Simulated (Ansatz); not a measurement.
# SiPbS3 in P4bm, a phase reached by a soft mode: a soft mode frozen in

Aim: this structure of SiPbS3 in P4bm, a phase reached by a soft mode is to be tested for unstable modes, and one is followed downhill.

Main program and level: Ansatz 0.2.0; DFT PBEsol, scalar-relativistic, plane waves, PAW; PAW set soft_1.

The structure was built from a prototype and need not be the compound's stable phase.

In doubt: the program warns that the response may not be converged on this k-mesh (step 2), which bears on the force constants and all frequencies.

## 1. The structure

Symmetry: P4bm, No. 100, tetragonal system. The conventional cell has a = 6.050 Å, b = 6.050 Å, c = 5.618 Å, α = 90.00°, β = 90.00°, γ = 90.00°. Nearest to Pb lie 6 S at 2.84 to 3.08 Å. Si has 5 S at 2.12 to 2.28 Å nearest. S has 2 Si at 2.28 Å and 1 Pb at 2.84 Å nearest. Nearest to S lie 1 Si at 2.12 Å and 4 Pb at 3.08 Å. Farther neighbours and most contacts between anions are not listed.

## 2. Zone-centre response

This phase was reached earlier by freezing in an unstable mode of a structure of higher symmetry and relaxing. Its zone-centre modes can show that it is still unstable.

Contents of input.yaml:

```yaml
crystal:
  lattice:
    - [6.0501067086, 0.0, 0.0]
    - [0.0, 6.0501067086, 0.0]
    - [0.0, 0.0, 5.6184995175]
  atoms:
    - { symbol: Pb, position: [0.5, 0.0, 0.0522987014] }
    - { symbol: Pb, position: [0.0, 0.5, 0.0522987014] }
    - { symbol: Si, position: [0.0, 0.0, 0.5753427921] }
    - { symbol: Si, position: [0.5, 0.5, 0.5753427921] }
    - { symbol: S, position: [0.19523904, 0.69523904, 0.4617663687] }
    - { symbol: S, position: [0.80476096, 0.30476096, 0.4617663687] }
    - { symbol: S, position: [0.30476096, 0.19523904, 0.4617663687] }
    - { symbol: S, position: [0.69523904, 0.80476096, 0.4617663687] }
    - { symbol: S, position: [0.0, 0.0, 0.9530377382] }
    - { symbol: S, position: [0.5, 0.5, 0.9530377382] }
kpoints:
  mp_grid: { grid: [4, 4, 4] }
hamiltonian:
  xc: pbesol
  pseudopotentials: { kind: paw, azcp: { folder: soft_1 }, xc_functional: pbe }
scf:
  occupations: { method: fixed }
output:
  eigenvalues: true
phonons:
  method: dfpt
  dielectric: true
  rigid_motions: translations
```

Launch:

```
$ ansatz run input.yaml --threads 8 --pin off --max-ram 16384MiB --backend cpu --events-out ev --progress --plain --runs-dir out
```

Numbers of over 12 decimals in the logs are rounded to 6 here.

What it wrote:

```text
Engine: ansatz 0.2.0, aarch64-unknown-linux-gnu
Pseudopotentials: kind: paw
Pseudopotential: Pb, paw, valence charge 14, recommended cutoff 420 eV (normal), soft_1/Pb.paw.azcp
Pseudopotential: Si, paw, valence charge 4, recommended cutoff 420 eV (normal), soft_1/Si.paw.azcp
Pseudopotential: S, paw, valence charge 6, recommended cutoff 420 eV (normal), soft_1/S.paw.azcp
Functional definition: PBEsol
  exchange = pbesol_x
  correlation = pbesol_c
Crystal: 10 atoms, lattice volume = 205.658 Å³
Basis set: ecut = 420 eV, 4039 PW (Γ), exchange–correlation on 96×96×80 points (8 copies of the dense FFT grid, shifted against one another)
Bands: 46, of which v1, the nominal top of the filled ones, is band 36 counted from 1 (35 counted from 0)
Symmetry: 8 space group operations
k-points: 36 of 64 (irreducible under 1 space group operation, time reversal used)
Non-local potential: Pb, projectors of the file, l = 0: 2, l = 1: 2, l = 2: 2, l = 3: 1
Non-local potential: Si, projectors of the file, l = 0: 2, l = 1: 2, l = 2: 1
Non-local potential: S, projectors of the file, l = 0: 2, l = 1: 2, l = 2: 1
PAW form: soft (Blöchl's): semilocal exchange-correlation on the pseudo side does not see the compensation charge
PAW frozen core: Pb, regenerated for the run's functional, and the local potential with it (the file was generated under x = pbe(κ = 0.804, μ = 0.219515), c = pbe(β = 0.066725))
PAW frozen core: Si, regenerated for the run's functional, and the local potential with it (the file was generated under x = pbe(κ = 0.804, μ = 0.219515), c = pbe(β = 0.066725))
PAW frozen core: S, regenerated for the run's functional, and the local potential with it (the file was generated under x = pbe(κ = 0.804, μ = 0.219515), c = pbe(β = 0.066725))
PAW one-centre angular grid: Pb, 590 points (default); XC on 64 Gauss nodes
PAW one-centre angular grid: Si, 110 points (default); XC on 64 Gauss nodes
PAW one-centre angular grid: S, 110 points (default); XC on 64 Gauss nodes
Initial density: superposition of atomic densities (chi_scale 0.1, normalization cell, long waves kept (reshape's long-wave potential 0.01 eV rms))
Initial wavefunctions: pseudopotential atomic-orbital guess
Functional: x = pbesol(κ = 0.804, μ = 0.123457), c = pbesol(β = 0.046)
SCF iter   1: F=—  HF=-30072.527606 eV  |F-HF|=—  |Δ(HF+E_count)|=         —  Δρ=3.51e-2  dr2=3.72e0  ethr=3.10e-3  ⟨swp⟩=5.4  Hψ=7226  notcnv=0  defer=222
preconditioner: auto → Resta (q_TF=auto, 2.290 Å⁻¹)  ε∞=4.3  [insulator: Δε(μ)=1.306 eV  Ē_g=12.064 eV  n_scr=32 (ndim 8)  ℏωp=22.0 eV  f_vac=0.000  ε∞_Penn≈4.3]
SCF iter   2: F=—  HF=-30071.598390 eV  |F-HF|=—  |Δ(HF+E_count)|=   9.29e-1  Δρ=1.77e-2  dr2=7.59e-1  ethr=3.10e-3  ⟨swp⟩=3.0  Hψ=2632  notcnv=0  defer=273
SCF iter   3: F=—  HF=-30071.405819 eV  |F-HF|=—  |Δ(HF+E_count)|=   1.93e-1  Δρ=3.63e-3  dr2=2.70e-2  ethr=1.05e-3  ⟨swp⟩=2.9  Hψ=2186  notcnv=0  defer=282
SCF iter   4: F=—  HF=-30071.404140 eV  |F-HF|=—  |Δ(HF+E_count)|=   1.68e-3  Δρ=7.10e-4  dr2=1.02e-3  ethr=3.75e-5  ⟨swp⟩=3.0  Hψ=2813  notcnv=0  defer=288
SCF iter   5: F=—  HF=-30071.404484 eV  |F-HF|=—  |Δ(HF+E_count)|=   3.44e-4  Δρ=2.08e-4  dr2=9.42e-5  ethr=1.41e-6  ⟨swp⟩=2.4  Hψ=2646  notcnv=0  defer=288
SCF iter   6: F=—  HF=-30071.404542 eV  |F-HF|=—  |Δ(HF+E_count)|=   5.78e-5  Δρ=4.00e-5  dr2=4.02e-6  ethr=1.31e-7  ⟨swp⟩=2.0  Hψ=2321  notcnv=0  defer=288
SCF iter   7: F=—  HF=-30071.404503 eV  |F-HF|=—  |Δ(HF+E_count)|=   3.89e-5  Δρ=1.33e-5  dr2=5.60e-7  ethr=5.58e-9  ⟨swp⟩=2.2  Hψ=2696  notcnv=0  defer=282
SCF iter   8: F=—  HF=-30071.404503 eV  |F-HF|=—  |Δ(HF+E_count)|=   6.97e-8  Δρ=3.64e-6  dr2=4.36e-8  ethr=7.78e-10  ⟨swp⟩=2.0  Hψ=2305  notcnv=0  defer=282
SCF iter   9: F=—  HF=-30071.404503 eV  |F-HF|=—  |Δ(HF+E_count)|=   1.66e-9  Δρ=7.70e-7  dr2=1.08e-9  ethr=6.05e-11  ⟨swp⟩=2.1  Hψ=2406  notcnv=0  defer=282
SCF iter  10: F=-30071.404503 eV  HF=-30071.404503 eV  |F-HF|=7.28e-12  |Δ(HF+E_count)|=  7.79e-10  Δρ=2.04e-7  dr2=8.73e-11  ethr=1.00e-12  ⟨swp⟩=20.0  Hψ=14656  notcnv=0
SCF 1 converged in 10 iterations: F = -30071.404503 eV  dr2 = 8.73e-11
  greatest PAW one-centre occupation: 0.981 electrons in one spin orbital (limit 2), on the Pb atom at site 1 (counted from 0), in its partial waves of l = 2
DFPT response loops at Γ: preconditioner auto → Resta (q_TF=auto, 2.290 Å⁻¹)  ε∞=7.0 (no band partly filled); β = 1.00, the filter's whole step (`scf.mixing.beta` (0.50) is not read by the response loops at its default; to damp them type it under 1.00, their step now; it binds the ground state too); Broyden in place of MSR1
── the response to a field inside a basis, on 8×8×8 k-points: an SCF that follows is theirs, and a resumed run solves both again ──
Bands: 37, of which v1, the nominal top of the filled ones, is band 36 counted from 1 (35 counted from 0)
k-points: 40 of 512 (time reversal used)
Initial density: handed on by an earlier stage of this run
Initial wavefunctions: pseudopotential atomic-orbital guess (no wavefunctions were taken with the density)
Eigensolver: Dense (40 Hₖ)
SCF iter   1: F=—  HF=-30071.223038 eV  |F-HF|=—  |Δ(HF+E_count)|=         —  Δρ=4.31e-4  dr2=1.80e-4  ethr=1.00e-1
preconditioner: auto → Resta (q_TF=auto, 2.290 Å⁻¹)  ε∞=5.6  [insulator: Δε(μ)=1.301 eV  Ē_g=10.250 eV  n_scr=32 (ndim 8)  ℏωp=22.0 eV  f_vac=0.000  ε∞_Penn≈5.6]
SCF iter   2: F=—  HF=-30071.223043 eV  |F-HF|=—  |Δ(HF+E_count)|=   5.16e-6  Δρ=2.33e-4  dr2=4.86e-5  ethr=2.51e-7
SCF iter   3: F=—  HF=-30071.223048 eV  |F-HF|=—  |Δ(HF+E_count)|=   5.61e-6  Δρ=2.62e-5  dr2=1.38e-6  ethr=6.75e-8
SCF iter   4: F=-30071.223048 eV  HF=-30071.223048 eV  |F-HF|=1.05e-8  |Δ(HF+E_count)|=   2.26e-9  Δρ=5.90e-6  dr2=8.75e-8  ethr=1.92e-9
SCF 1 converged in 4 iterations: F = -30071.223048 eV  dr2 = 8.75e-8
  greatest PAW one-centre occupation: 0.981 electrons in one spin orbital (limit 2), on the Pb atom at site 0 (counted from 0), in its partial waves of l = 2
DFPT response loops at Γ: preconditioner auto → Resta (q_TF=auto, 2.290 Å⁻¹)  ε∞=6.8 (no band partly filled); β = 1.00, the filter's whole step (`scf.mixing.beta` (0.50) is not read by the response loops at its default; to damp them type it under 1.00, their step now; it binds the ground state too); Broyden in place of MSR1
WARN: field response: ε∞ stands inside a basis, on 8×8×8 points; the force constants stand on the 4×4×4 k-mesh, whose period is 9.37 times the interband length at k = (0.0000, 0.0000, 0.2500), direct gap 1.332 eV, under 14: take them and everything formed from them as unconverged, and compare with a denser kpoints.mp_grid
SCF converged after 10 iterations
Free energy (F): -30071.404503 eV
Harris-Foulkes:  -30071.404503 eV  (|F-HF|=7.28e-12)
Internal energy: -30071.404503 eV  (E = F + TS)
E sigma→0 (E₀):  -30071.404503 eV
Fermi energy:    7.845110 eV
--- Per-component energies (eV) ---
  E_band       = -66.347071
  E_kinetic    = 1304.623472
  E_local      = -2880.899420  (includes V_loc(G=0)·N_el)
  E_nonlocal   = 865.285898
  E_hartree    = 1054.818848
  E_xc         = -1052.395246
  E_vxc        = -872.395402  (∫ρ·V_xc dr)
  E_paw        = -25028.884063  (= ΣΔE_a)
  E_vpaw       = -592.599175  (= ΣTr[D̂ρ^β])
  E_aug_tail   = 0.000055  (compensation charges beyond the density's cutoff)
  E_ewald      = -4334.513205
  E_core_change = 0.559158  (= ΣΔE_core)
  E_smearing   = -0.000000  (= −TS)
  E_closure    = 0.000000  (closes the sum)
  Σ components = -30071.404503   (vs F -30071.404503, Δ=0.00e0)
--- Band table (eV; the first three rows and the last of 36) ---
  k-point 0: bands = [... 32 lower, 5.9645, 6.8063, 7.6659, 7.6659, 9.0838, 9.8827, 10.9612, 10.9612, ... 6 higher]
  k-point 1: bands = [... 32 lower, 6.6007, 6.8084, 7.7645, 7.7645, 9.0963, 10.3983, 11.0685, 11.0802, ... 6 higher]
  k-point 2: bands = [... 32 lower, 6.9138, 6.9138, 7.8451, 7.8451, 9.3141, 9.8317, 11.0985, 11.3170, ... 6 higher]
  k-point 35: bands = [... 32 lower, 6.4004, 6.4004, 7.0187, 7.0187, 9.8181, 9.8181, 10.3872, 10.3872, ... 6 higher]
--- Phonons (Γ-DFPT): 8 representative perturbations + reference, on 36 of 64 k-points (Σ response iterations 24) ---
  k mesh reduced under 1 symmetry operation, with k and −k counted as one. Each operation leaves every solved perturbation unchanged. A smaller set is not considered because the run solves the response to a homogeneous field
  ASR residual: 9.672e-5 → 0.000e0 eV/Å²; symmetrization residual: 7.269e-6 eV/Å²
  ASR residual per site (eV/Å²): 9.67e-5 9.67e-5 7.28e-6 7.28e-6 7.92e-5 7.92e-5 7.92e-5 7.92e-5 5.88e-5 5.88e-5
  Γ frequencies (cm⁻¹): -25.04 -25.04 0.00 0.00 0.00 44.43 45.47 45.47 73.41 73.41 83.04 130.71 136.63 136.63 170.56 170.56 181.91 194.72 222.31 255.85 255.85 294.30 301.77 359.50 359.50 359.65 374.41 374.41 493.22 508.49
  ε∞ (high-frequency dielectric tensor):
       15.782101    -0.000000     0.000000
       -0.000000    15.782101    -0.000000
        0.000000    -0.000000     8.867580
  softest optical mode at Γ: -25.04 cm⁻¹; the repairs (sum rule, projections) moved no ω² at Γ by more than (1.68 cm⁻¹)²
  Born effective charges Z* (e; rows j = field, columns β = displacement):
    site 0:
         4.37911   -0.83686    0.00000
        -0.83686    4.37911   -0.00000
         0.00000   -0.00000    3.71862
    site 1:
         4.37911    0.83686    0.00000
         0.83686    4.37911   -0.00000
         0.00000   -0.00000    3.71862
    site 2:
         4.22746   -0.65004    0.00000
         0.65004    4.22746   -0.00000
         0.00000   -0.00000    3.17100
    site 3:
         4.22746    0.65004    0.00000
        -0.65004    4.22746    0.00000
         0.00000    0.00000    3.17100
    site 4:
        -2.71819   -0.00926   -0.50294
        -0.00926   -2.71819   -0.50294
        -0.22223   -0.22223   -2.15411
    site 5:
        -2.71819   -0.00926    0.50294
        -0.00926   -2.71819    0.50294
         0.22223    0.22223   -2.15411
    site 6:
        -2.71819    0.00926    0.50294
         0.00926   -2.71819   -0.50294
         0.22223   -0.22223   -2.15411
    site 7:
        -2.71819    0.00926   -0.50294
         0.00926   -2.71819    0.50294
        -0.22223    0.22223   -2.15411
    site 8:
        -3.17019   -0.00886   -0.00000
         0.00886   -3.17019    0.00000
        -0.00000    0.00000   -2.58141
    site 9:
        -3.17019    0.00886   -0.00000
        -0.00886   -3.17019    0.00000
        -0.00000    0.00000   -2.58141
  Z* charge neutrality: 3.461e-2 e pre-enforcement
  solved inside a basis spanned on kpoints, on 8×8×8 k-points, its susceptibility summed on 10×10×10: ε∞ is read to err by 9.3e-2, Z* by 4.7e-2 e (field_mesh: kpoints solves on kpoints); Z* is corrected for what the basis lacks
  optical modes at Γ without the LO–TO term, one row a degenerate level:
      ω (cm⁻¹)  modes    IR ((D/Å)²/amu)
        -25.04      2            14.2376
         44.43      1             0.0000
         45.47      2             1.3109
         73.41      2             1.3261
         83.04      1             8.9078
        130.71      1             0.0000
        136.63      2             0.6841
[...]
optical modes at Γ + LO–TO along q̂ = [1.0000, 0.0000, 0.0000]:
      ω (cm⁻¹)  modes    IR ((D/Å)²/amu)
[...]
optical modes at Γ + LO–TO along q̂ = [0.0000, 1.0000, 0.0000]:
      ω (cm⁻¹)  modes    IR ((D/Å)²/amu)
[...]
optical modes at Γ + LO–TO along q̂ = [0.0000, 0.0000, 1.0000]:
      ω (cm⁻¹)  modes    IR ((D/Å)²/amu)
[...]
170.56      2            50.8008
        182.32      1             0.1442
        194.72      1             0.0000
        222.31      1             0.0000
        255.85      2            28.4436
        294.30      1             0.0000
        312.95      1             5.3371
        359.50      2            36.0569
        359.65      1             0.0000
        374.41      2             9.0250
        493.22      1             0.0000
        541.50      1            31.6207
```

The job ended after 75 s (8 threads of Arm Neoverse V2, shared host; peak memory 1.9 GiB).

Reading the cycles: dr2 is the Hartree energy of the density residual (eV), the measure of convergence; HF is the Harris–Foulkes estimate of the energy, which meets the free energy F at convergence.

This step gave:

```yaml
gap_on_the_k_mesh: 1.239 eV
volume_per_atom: 20.57 Å³
sum_rule_residual_before_enforcement: 9.67e-5 eV/Å²
miss_of_the_charge_sum_rule: 0.03461 e
estimated_error_of_the_dielectric_tensor: 0.09315
estimated_error_of_the_born_charges: 0.04652 e
point_group: 4mm
highest_optical_mode_at_the_zone_centre_no_lo_to_term: 508.5 cm⁻¹
lowest_optical_zone_centre_mode: -25.04 cm⁻¹
mean_high_frequency_dielectric_constant: 13.48
largest_born_charge_third_of_the_trace: 4.159 e
top_of_the_zone_centre_spectrum_with_the_field: 541.5 cm⁻¹
```

Patterns of degenerate modes are one choice out of their space. Modes at Γ, with each element's share of the kinetic energy (negative means imaginary):

```tsv
mode	frequency (cm⁻¹)	symmetry	Pb %	Si %	S %
1	-25.0	E	25	4	71
2	-25.0	E	25	4	71
3	0.0	acoustic	63	8	29
4	0.0	acoustic	63	8	29
5	0.0	acoustic	63	8	29
6	44.4	B2	95	0	5
7	45.5	E	93	1	6
8	45.5	E	93	1	6
9	73.4	E	14	18	68
10	73.4	E	14	18	68
11	83.0	A1	31	6	63
12	130.7	B2	4	0	96
13	136.6	E	4	7	89
14	136.6	E	4	7	89
15	170.6	E	0	25	74
16	170.6	E	0	25	74
17	181.9	A1	6	14	80
18	194.7	A2	0	44	56
19	222.3	B1	0	0	100
20	255.8	E	1	25	74
21	255.8	E	1	25	74
22	294.3	B2	1	0	99
23	301.8	A1	0	10	89
24	359.5	E	0	71	29
25	359.5	E	0	71	29
26	359.6	A2	0	0	100
27	374.4	E	0	39	61
28	374.4	E	0	39	61
29	493.2	A2	0	56	44
30	508.5	A1	0	62	38
```

Displacements in mode 1 (-25.0 cm⁻¹), the largest set to 1:
```
Pb1  0.41  0.30  0.00
Pb2  0.28  0.00  0.00
Si3 -0.42 -0.11  0.00
Si4 -0.37 -0.23  0.00
S5  -1.00 -0.66  0.90
S6  -1.00 -0.66 -0.90
S7  -0.76 -0.11 -0.35
S8  -0.76 -0.11  0.35
S9  -0.27  0.27  0.00
S10  0.01 -0.38  0.00
```

Displacements in mode 30 (508.5 cm⁻¹), the largest set to 1:
```
Pb1  0.00  0.00 -0.01
Pb2  0.00  0.00 -0.01
Si3  0.00  0.00  1.00
Si4  0.00  0.00  1.00
S5  -0.03 -0.03 -0.04
S6   0.03  0.03 -0.04
S7   0.03 -0.03 -0.04
S8  -0.03  0.03 -0.04
S9   0.00  0.00 -0.73
S10  0.00  0.00 -0.73
```

Before it was imposed, the acoustic sum rule was missed by 9.7e-5 eV/Å² and the charge sum rule by 0.035 e. The charge miss is large and points to the mesh or the basis. The lowest optical mode is imaginary, 25.0i cm⁻¹, so the energy falls along it.

The log warns of the k mesh: “the force constants stand on the 4×4×4 k-mesh, whose period is 9.37 times the interband length at k = (0.0000, 0.0000, 0.2500), direct gap 1.332 eV, under 14: take them and everything formed from them as unconverged”.

## 3. The mode frozen in, largest atomic shift 0 Å

The mode followed lies at Γ with frequency 25.0i cm⁻¹ and is 2-fold degenerate, the softest among the wavevectors solved. At small amplitude the distorted cell has space group no. 8 by a symmetry search on the positions. The undistorted cell that holds it gives the zero of energy on the same k mesh.

Edit input.yaml of step 2 so:

```diff
@@ -22,8 +22,6 @@
 scf:
-  occupations: { method: fixed }
+  occupations: { method: gaussian, width: 0.02 }
 output:
+  forces: true
+  stress: true
   eigenvalues: true
-phonons:
-  method: dfpt
-  dielectric: true
-  rigid_motions: translations
```

What it wrote:

```text
[...]
Crystal: 10 atoms, lattice volume = 205.658 Å³
Basis set: ecut = 420 eV, 4039 PW (Γ), exchange–correlation on 90×90×80 points (8 copies of the dense FFT grid, shifted against one another)
Bands: 46, of which v1, the nominal top of the filled ones, is band 36 counted from 1 (35 counted from 0)
Symmetry: 8 space group operations
[...]
k-points: 18 of 64 (time reversal used)
[...]
k-point 0: bands = [... 32 lower, 5.9645, 6.8063, 7.6659, 7.6659, 9.0838, 9.8827, 10.9611, 10.9611, ... 4 higher]
  k-point 1: bands = [... 32 lower, 6.6007, 6.8084, 7.7645, 7.7645, 9.0962, 10.3983, 11.0685, 11.0802, ... 4 higher]
  k-point 2: bands = [... 32 lower, 6.9137, 6.9137, 7.8451, 7.8451, 9.3141, 9.8317, 11.0985, 11.3170, ... 4 higher]
  k-point 17: bands = [... 32 lower, 6.4004, 6.4004, 7.0187, 7.0187, 9.8180, 9.8180, 10.3872, 10.3872, ... 4 higher]
[key lines of the parts left out:]
SCF converged after 8 iterations
Free energy (F): -30071.404503 eV
Fermi energy:    8.464563 eV
P = ⅓ Tr σ = 0.0005 GPa (0.005 kbar)
```

Elapsed: 1.8 s, on 8 threads; peak memory 0.68 GiB; 12 s of CPU time.

Numbers from this step:

| Quantity | Value |
| --- | --- |
| pressure | 5.17e-4 GPa |
| energy from the undistorted cell | 0 meV/atom |

At this level the gap is 1.24 eV on the k-mesh of the self-consistent run, which can miss the band edges.

## 4. The mode frozen in, largest atomic shift 0.14 Å

The atoms are moved along the unstable eigenvector, the largest shift by 0.14 Å, with the cell fixed.

input.yaml, the sections that differ from step 3:

```yaml
crystal:
  lattice:
    - [6.0501067086, 0.0, 0.0]
    - [0.0, 6.0501067086, 0.0]
    - [0.0, 0.0, 5.6184995175]
  atoms:
    - { symbol: Pb, position: [0.5055874816, 0.0055874816, 0.0522987014] }
    - { symbol: Pb, position: [0.0021945499, 0.5021945499, 0.0522987014] }
    - { symbol: Si, position: [-0.0050821858, -0.0037692744, 0.5753427921] }
    - { symbol: Si, position: [0.4962307256, 0.4949178142, 0.5753427921] }
    - { symbol: S, position: [0.1822427131, 0.6822427131, 0.4769053338] }
    - { symbol: S, position: [0.7917646331, 0.2917646331, 0.4466274036] }
    - { symbol: S, position: [0.2979345406, 0.1884126206, 0.4617663687] }
    - { symbol: S, position: [0.6884126206, 0.7979345406, 0.4617663687] }
    - { symbol: S, position: [-0.005135342, 0.0022404829, 0.9530377382] }
    - { symbol: S, position: [0.5022404829, 0.494864658, 0.9530377382] }
# kpoints, hamiltonian, scf, output: as in step 3
```

What it wrote:

```text
[...]
Crystal: 10 atoms, lattice volume = 205.658 Å³
Basis set: ecut = 420 eV, 4039 PW (Γ), exchange–correlation on 90×90×80 points (8 copies of the dense FFT grid, shifted against one another)
Bands: 46, of which v1, the nominal top of the filled ones, is band 36 counted from 1 (35 counted from 0)
Symmetry: 2 space group operations
[...]
k-points: 24 of 64 (time reversal used)
[...]
k-point 0: bands = [... 32 lower, 5.9730, 6.8082, 7.6243, 7.6719, 9.0737, 9.9269, 10.9589, 10.9818, ... 4 higher]
  k-point 1: bands = [... 32 lower, 6.6037, 6.8159, 7.7349, 7.7684, 9.0975, 10.4237, 11.0361, 11.0593, ... 4 higher]
  k-point 2: bands = [... 32 lower, 6.9188, 6.9396, 7.8296, 7.8451, 9.3143, 9.8317, 11.0871, 11.2978, ... 4 higher]
  k-point 23: bands = [... 32 lower, 6.4122, 6.4263, 7.0067, 7.0258, 9.8218, 9.8607, 10.3805, 10.4000, ... 4 higher]
[key lines of the parts left out:]
SCF converged after 8 iterations
Free energy (F): -30071.406234 eV
Fermi energy:    8.459373 eV
P = ⅓ Tr σ = 0.0301 GPa (0.301 kbar)
```

The job ended after 2.5 s (8 threads; peak memory 0.73 GiB).

Numbers from this step:

```
pressure                         : 0.03008 GPa
gap on the k-mesh                : 1.229 eV
energy from the undistorted cell : -0.173 meV/atom
```

The energy, extrapolated to zero smearing, is -0.17 meV/atom against the undistorted cell.

The run ends at a pressure of 0.03 GPa, with forces up to 0.017 eV/Å.

[end of part 1 of 3]

[Logs are printed without paths, hosts, clocks, repeated set-up lines and the standing remarks that a program may print on its own settings, such as how far it seeks lower states.]

[Hosts, paths, dates, database ids (printed as entryN), source tags and the programs' standing remarks are cut or masked in the printed files.]
